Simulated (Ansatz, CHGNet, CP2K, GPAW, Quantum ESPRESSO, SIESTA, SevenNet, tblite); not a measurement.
## Rh(111)/Al(100) interface (85 atoms) in other programs, against a plane-wave reference

How near do other programs and methods come to a plane-wave reference for Rh(111)/Al(100) interface (85 atoms)? A plane-wave run serves as the reference.

Program: Ansatz 0.2.0. Level of theory: Kohn-Sham DFT, PBE, PAW, plane waves. Results are calculated unless marked as measured.

## 1. The structure

The cell holds 85 atoms: 40 Rh and 45 Al. Its edges and angles: a = 14.274 Å, b = 9.186 Å, c = 11.727 Å, α = 90.0°, β = 90.0°, γ = 108.8°. Fcc Rh(111), 2 repeat layers, 20 surface cells, strained +0.31 and -1.39 %; fcc Al(100), 3 layers, 15 cells, -0.31 and +1.43 %; outer planes 2.75 Å apart and 2.74 Å at the second interface of the periodic stack; not relaxed, displaced by a Gaussian of 0.02 Å. Then every atom was moved at random, 0.03 Å r.m.s. a Cartesian component. Regions: Rh, 40 atoms (40 Rh); Al, 45 atoms (45 Al). The structure's axis is c.

## 2. Reference: Ansatz, plane waves

The PAW files are the set soft_2.

input.yaml

```yaml
crystal:
  lattice:
    - [14.2742, 0.0, 0.0]
    - [-2.9558, 8.69714, 0.0]
    - [0.0, 0.0, 11.72688]
  atoms:
    - { symbol: Rh, position: [0.80262, 0.90222, 0.00192] }
    - { symbol: Rh, position: [0.79877, 0.56318, 0.18626] }
    - { symbol: Rh, position: [0.90006, 0.69779, 0.00311] }
    - { symbol: Rh, position: [0.90332, 0.37445, 0.191] }
    [... 75 atom lines left out ...]
    - { symbol: Al, position: [0.32683, 0.20146, 0.42591] }
    - { symbol: Al, position: [0.18987, 0.03304, 0.5949] }
    - { symbol: Al, position: [0.32326, 0.19826, 0.76997] }
    - { symbol: Al, position: [0.26262, 0.86878, 0.42467] }
    - { symbol: Al, position: [0.12504, 0.70199, 0.59696] }
    - { symbol: Al, position: [0.26317, 0.8723, 0.77093] }
kpoints:
  mp_grid: { grid: [1, 1, 1] }
hamiltonian:
  xc: pbe
scf:
  occupations: { method: fermi_dirac, width: 0.05 }
output:
  forces: true
  eigenvalues: true
  populations: true
  stress: true
```

The run is started by

```console
ansatz run input.yaml --threads 8 --pin off --max-ram 15872MiB --backend cpu --events-out ev --progress --plain --runs-dir out
```

Numbers of over 12 decimals in the logs are rounded to 6 here.

Output:

```text
[...]
Pseudopotentials: kind: paw
Pseudopotential: Rh, paw, valence charge 17, recommended cutoff 420 eV (normal), Rh.paw.azcp
Pseudopotential: Al, paw, valence charge 3, recommended cutoff 420 eV (normal), Al.paw.azcp
[...]
Crystal: 85 atoms, lattice volume = 1455.830 Å³
Basis set: ecut = 420 eV, 28453 PW (Γ), exchange–correlation on 192×128×160 points (8 copies of the dense FFT grid, shifted against one another)
Bands: 493, of which v1, the nominal top of the filled ones, is band 408 counted from 1 (407 counted from 0)
Symmetry: 1 space group operations
Space group: P1 (ITA 1), of the structure as read, at distance tolerance 1.1e-4 Å
k-points: 1
[...]
Initial density: superposition of atomic densities (neutral atoms: chi_scale 0, normalization atom), corrected by the library's trained network
Initial wavefunctions: pseudopotential atomic-orbital guess
[...]
SCF iter   1: F=—  HF=-280290.975259 eV  |F-HF|=—  |Δ(HF+E_count)|=         —  Δρ=1.81e-2  dr2=4.58e1  ethr=1.77e-3  ⟨swp⟩=6.0  Hψ=1900  notcnv=0  defer=12
preconditioner: auto → Kerker (q_TF=auto, 2.477 Å⁻¹)  [metal: Δε(μ)=0.018 eV  Ē_g=4.620 eV  σ=0.050 eV  W_gap=0.09  n_scr=380 (ndim 8)  ℏωp=21.7 eV  f_vac=0.000  D(μ)=126.30/eV (n_scr^D=1534)]
[...]
SCF iter   9: F=—  HF=-280289.205988 eV  |F-HF|=—  |Δ(HF+E_count)|=   2.97e-7  Δρ=2.99e-6  dr2=6.25e-7  ethr=2.56e-10  ⟨swp⟩=3.0  Hψ=754  notcnv=0  defer=30
SCF iter  10: F=-280289.205988 eV  HF=-280289.205988 eV  |F-HF|=9.72e-9  |Δ(HF+E_count)|=   2.91e-8  Δρ=8.44e-7  dr2=1.54e-8  ethr=1.23e-11  ⟨swp⟩=10.0  Hψ=2053  notcnv=0
SCF 1 converged in 10 iterations: F = -280289.205988 eV  dr2 = 1.54e-8
[...]
SCF converged after 10 iterations
Free energy (F): -280289.205988 eV
Harris-Foulkes:  -280289.205988 eV  (|F-HF|=9.72e-9)
Internal energy: -280288.122028 eV  (E = F + TS)
E sigma→0 (E₀):  -280288.664008 eV
Entropy (-TS):   -1.083960 eV (-12.752 meV/atom)
Fermi energy:    11.898265 eV
--- Per-component energies (eV) ---
[...]
Σ components = -280289.205988   (vs F -280289.205988, Δ=0.00e0)
--- Forces (eV/Å), atoms counted from 1 ---
  atom   1  Rh    -0.13619837    -0.15723397    -1.21804076
  atom   2  Rh    -0.09175341     0.34087463     1.04294771
  atom   3  Rh    -0.06779617     0.14927071    -1.07158351
  atom   4  Rh    -0.20649413    -0.55358780     0.82531502
[...]
atom  85  Al    -0.14738381    -0.25588965     0.79461305
  max |Σ_I F_I| component: 2.02e-4 eV/Å
--- Stress (GPa, compression-positive) ---
       -4.241169      -2.285932       0.496488
       -2.285932       4.928840      -1.349454
        0.496488      -1.349454     -15.004009
  P = ⅓ Tr σ = -4.7721 GPa (-47.721 kbar)
--- Band table (eV) ---
  k-point 0: bands = ["-66.7338", "-66.7161", "-66.6869", "-66.6826", [... 477 levels ...], "15.1421", "15.2239", "15.2653", "15.3674", "15.3886", "15.4145", "15.4410", "15.4426", "15.5798", "15.5862", "15.5993", "15.6279"]
--- Löwdin populations: 85 sites ---
  site symbol       q [e]
     0     Rh     16.8613
     1     Rh     16.8716
     2     Rh     16.8648
[...]
84     Al      3.0238
  spilling = 0.006271 (of n_electrons = 815.000000)
```

Wall time 13 s (8 threads of Arm Neoverse V2, shared host); peak memory 2.2 GiB; 94 s of CPU time.

Numbers from this run:

```yaml
free_energy: -280289.2060 eV
free_energy_per_atom: -3297.5201 eV/atom
scf_cycles: 10
pressure: -4.772 GPa
r_m_s_force_component: 0.5992 eV/Å
longest_force: 1.788 eV/Å
fermi_energy: 11.9 eV
levels_partly_filled_by_over_2_per_cent: 18
spilling_of_the_projection: 0.006271
```

Length of the force by element:

| element | coordination | atoms | mean length of the force (eV/Å) | spread | least | most |
| --- | --- | --- | --- | --- | --- | --- |
| Al | all | 45 | 0.785 | 0.431 | 0.0727 | 1.29 |
| Rh | all | 40 | 1.16 | 0.202 | 0.685 | 1.79 |

Löwdin charges by element (they lack the spilled electrons, 0.060 e an atom on average):

| element | coordination | atoms | mean charge (e) | spread | least | most |
| --- | --- | --- | --- | --- | --- | --- |
| Al | all | 45 | -0.0034 | 0.0549 | -0.0645 | 0.0841 |
| Rh | all | 40 | 0.132 | 0.0098 | 0.112 | 0.149 |

By region:

| region | atoms | mean length of the force (eV/Å) |
| --- | --- | --- |
| Rh | 40 | 1.16 |
| Al | 45 | 0.785 |

The levels nearest the highest filled one (over half full), pooled over k-points and spins:

| level less the highest filled one (eV) | occupation |
| --- | --- |
| -0.0775 | 1.73 |
| -0.0516 | 1.58 |
| -0.0426 | 1.52 |
| -0.0262 | 1.39 |
| -0.0145 | 1.28 |
| 0 | 1.15 |
| 0.0151 | 0.995 |
| 0.0282 | 0.865 |
| 0.0343 | 0.806 |
| 0.0468 | 0.689 |
| 0.0611 | 0.566 |
| 0.065 | 0.535 |

The run ends at a pressure of -4.77 GPa, with forces up to 1.8 eV/Å.

## 3. The other programs

The programs:
- CHGNet: machine-learned potential, published weights.
- CP2K 2026.2: Gaussian basis with GTH pseudopotentials and a plane-wave density; labels give functional, basis (MOLOPT sets; SR short-range, UZH the newer set with its own potentials), grid cutoff/relative cutoff and solver (OT: orbital transformation; TRS4, TC2, SIGN: linear-scaling purification with its sparsity filter), or its built-in tight binding.
- Quantum ESPRESSO 7.5: plane waves; labels (QE) give functional, pseudopotential set and cutoffs of waves/density.
- SIESTA 5.4.2: numerical atomic orbitals, whose automatically made sets are far from complete, with PseudoDojo norm-conserving potentials that we converted to its format (checked against plane waves on the same files for H, C, O, Si, Ge and Ca alone); labels give functional, basis size, energy shift and mesh cutoff.
- SevenNet: machine-learned potential, published weights.
- tblite 0.8.0: extended tight binding, driven from Python.

All use the same cell and atoms; the electronic-structure runs use the same k-mesh, and an electronic temperature of 580 K (0.05 eV) where levels are smeared.

Differences are against the plane-wave reference, forces as r.m.s. over components; share is that over the reference's r.m.s. force, slope the least-squares factor from reference forces to these. Total energies of different programs have different zeros and aren't compared.

| run | Δ force, r.m.s. (meV/Å) | share (%) | slope | Δ pressure (GPa) | cores | CPU time | memory (GiB) |
| --- | --- | --- | --- | --- | --- | --- | --- |
| reference | - | - | - | - | 8 | 94 s | 2.2 |
| CHGNet 0.3.0 potential | 262 | 43.8 | 1.324 | -1.45 | 1 | 3.5 s | 1.3 |
| CP2K BLYP, DZVP-MOLOPT-SR, 350/50 Ry, diagonalisation | 216 | 36.0 | 1.158 | 6.64 | 4 | 29 min | 4.8 |
| CP2K PBE+D3(BJ), DZVP-UZH, 350/50 Ry, diagonalisation | 28.8 | 4.81 | 1.029 | -3.06 | 4 | 39 min | 5.0 |
| CP2K PBE, DZVP-MOLOPT (SR for Rh, Al), 350/50 Ry, diagonalisation | 52.3 | 8.73 | 1.049 | 0.836 | 4 | 30 min | 4.7 |
| CP2K PBE, DZVP-UZH, 350/50 Ry, diagonalisation | 34.1 | 5.69 | 1.025 | 0.856 | 4 | 39 min | 4.9 |
| QE PBE, sssp-1.3.0-efficiency, 45/360 Ry | 8.58 | 1.43 | 1.008 | -0.0192 | 4 | 16 min | 4.0 |
| SIESTA PBE, DZ, shift 0.01 Ry, mesh 300 Ry (coarse) | 191 | 31.9 | 1.273 | -0.768 | 1 | 5 min | 1.1 |
| SIESTA PBE, DZP, shift 0.01 Ry, mesh 300 Ry | 95.0 | 15.9 | 1.145 | -0.0348 | 2 | 16 min | 2.0 |
| SIESTA PBE, SZP, shift 0.01 Ry, mesh 300 Ry (coarse) | 232 | 38.8 | 1.371 | 4.41 | 2 | 11 min | 1.8 |
| SIESTA optB88-vdW, PBE potentials, DZP, shift 0.01 Ry, mesh 300 Ry | 118 | 19.8 | 1.188 | 1.64 | 4 | 30 min | 3.2 |
| SevenNet 0 potential | 147 | 24.6 | 1.017 | -0.361 | 1 | 6.3 s | 0.86 |
| SevenNet l3i5 potential | 321 | 53.6 | 1.419 | 2.31 | 1 | 8.2 s | 1.3 |
| tblite GFN2-xTB | 366 | 61.1 | 0.873 | -5.99 | 1 | 25 s | 0.17 |
| tblite IPEA1-xTB | 243 | 40.6 | 1.010 | 9.97 | 1 | 10 s | 0.17 |

Rows marked coarse were listed beforehand as settings not expected to be converged; some can still land near the reference.

Times of the machine-learned potentials are mostly Python's start and the loading of weights.

CPU time is summed over cores on a shared host, where runs went side by side, so it is rough. Symmetry, cutoffs, thresholds, outputs and thread counts weren't matched or tuned between programs; memory under MPI is the largest rank's times the ranks.

Runs without a result: GPAW PBE, LCAO dzp, h 0.2 Å (cut off at its time limit of 15 min); CP2K GFN1-xTB, diagonalisation (not converged, the SCF not settling); CP2K PBE, SZV-MOLOPT-SR, 350/50 Ry, diagonalisation (cut off at its time limit of 6.1 min); GPAW PBE, LCAO sz(dzp), h 0.2 Å (cut off at its time limit of 4 min); GPAW PBE, LCAO szp(dzp), h 0.2 Å (cut off at its time limit of 7.8 min).

Mean charges by element (e), by run and scheme:

| run | scheme | Rh | Al |
| --- | --- | --- | --- |
| reference | Löwdin | +0.13 | 0.00 |
| CP2K BLYP, DZVP-MOLOPT-SR, 350/50 Ry, diagonalisation | Mulliken | -0.10 | +0.09 |
| CP2K PBE+D3(BJ), DZVP-UZH, 350/50 Ry, diagonalisation | Mulliken | +0.02 | -0.02 |
| CP2K PBE, DZVP-MOLOPT (SR for Rh, Al), 350/50 Ry, diagonalisation | Mulliken | -0.07 | +0.06 |
| CP2K PBE, DZVP-UZH, 350/50 Ry, diagonalisation | Mulliken | +0.02 | -0.02 |
| SIESTA PBE, DZP, shift 0.01 Ry, mesh 300 Ry | Hirshfeld | +0.02 | -0.02 |
| SIESTA optB88-vdW, PBE potentials, DZP, shift 0.01 Ry, mesh 300 Ry | Hirshfeld | +0.01 | -0.01 |
| tblite GFN2-xTB | Mulliken | -0.26 | +0.23 |
| tblite IPEA1-xTB | Mulliken | -0.24 | +0.21 |

Among metals, projection charges depend strongly on the orbitals used. The reference's Löwdin charges lack the electrons that the projection spills, 0.060 e an atom on average.

## 4. What came out

- reference r.m.s. force component: 0.599 eV/Å
- nearest in forces: QE PBE, sssp-1.3.0-efficiency, 45/360 Ry, 1.4 %
- farthest in forces: tblite GFN2-xTB, 61 %
- cheapest electronic-structure run beside the reference: tblite IPEA1-xTB, 10 s of CPU time

PBE on plane waves or a grid with other potentials, cutoffs or grids, coarse settings apart, differs from the reference by 1.4 % (QE PBE, sssp-1.3.0-efficiency, 45/360 Ry) of the r.m.s. force; this holds the reference's own error, so differences of a few per cent don't tell which side is nearer the exact PBE result (QE's 45 Ry are 612 eV, against the reference's 420 eV). The PBE runs in local orbitals, coarse settings apart, differ by 5.7 % (CP2K PBE, DZVP-UZH, 350/50 Ry, diagonalisation) to 16 % (SIESTA PBE, DZP, shift 0.01 Ry, mesh 300 Ry); basis, grid and potentials can all enter. Tight binding differs by 41 % (tblite IPEA1-xTB) to 61 % (tblite GFN2-xTB); it is another model, with fitted parameters of its own, and the xTB methods hold dispersion. Machine-learned potentials differ by 25 % (SevenNet 0 potential) to 54 % (SevenNet l3i5 potential); they were trained on other programs' data. Rows with another functional or a dispersion term differ by 4.8 % (CP2K PBE+D3(BJ), DZVP-UZH, 350/50 Ry, diagonalisation) to 36 % (CP2K BLYP, DZVP-MOLOPT-SR, 350/50 Ry, diagonalisation), which mixes the change of model with differences of basis and potentials, some of them made for another functional. IPEA1-xTB was fitted to ionisation energies and electron affinities, not to forces or charges. tblite GFN2-xTB needed 117 SCF steps, so its time overstates the method's usual cost. Runs with settings chosen to be coarse differ by 32 % (SIESTA PBE, DZ, shift 0.01 Ry, mesh 300 Ry) to 39 % (SIESTA PBE, SZP, shift 0.01 Ry, mesh 300 Ry), their programs' other errors included. Of the electronic-structure runs that take under half the reference's CPU time, tblite IPEA1-xTB comes nearest, at 41 % in 10 s against 94 s; its pressure misses by +10.0 GPa. SIESTA PBE, SZP, shift 0.01 Ry, mesh 300 Ry stiffens the forces by a factor of 1.37 while following their directions (correlation 0.997); the slopes of the 4 SIESTA runs lie between 1.14 and 1.37. In pressure, SIESTA PBE, SZP, shift 0.01 Ry, mesh 300 Ry misses by +4.4 GPa, at the same functional. Charges hang on model, scheme and program or settings: among these rows the mean for Rh runs from -0.26 to +0.13 e, even in sign. In the reference: 18 levels are partly filled, by over 2 % (at Γ alone), as in a metal. In the reference: mean Löwdin charges: Al -0.00, Rh +0.13 e (they miss 0.63 % of the electrons, so they add up to more than the cell's charge). Periodic xTB results under one method name differ between programs and library versions. The electron count is odd in these runs, and they have no spin polarisation, so the unpaired electron is spread evenly over both spins. Machine-learned potentials mimic data converged in k, so the reference's own k-point error enters their differences. The reference's stress is far from hydrostatic: its diagonal is -4.2, 4.9, -15.0 GPa, compression counted positive. The host structure and its lattice constant were typed by rule, without a check against the phase diagram. The reference's pressure of -4.8 GPa belongs to a cell and atoms that aren't relaxed at this level. The electron count is odd and the run has no spin polarisation, so levels at the top are partly filled by construction. The electronic-structure runs sample only Γ, in a cell whose shortest periodic width is 9 Å, which is coarse for a cell with partly filled levels.

[Also dropped from logs without a mark: logging warnings of Python, and SIESTA's first energy breakdown and zero terms.]

[Logs are printed without paths, hosts, clocks, repeated set-up lines and the standing remarks that a program may print on its own settings, such as how far it seeks lower states.]

[Hosts, paths, dates, database ids (printed as entryN), source tags and the programs' standing remarks are cut or masked in the printed files.]
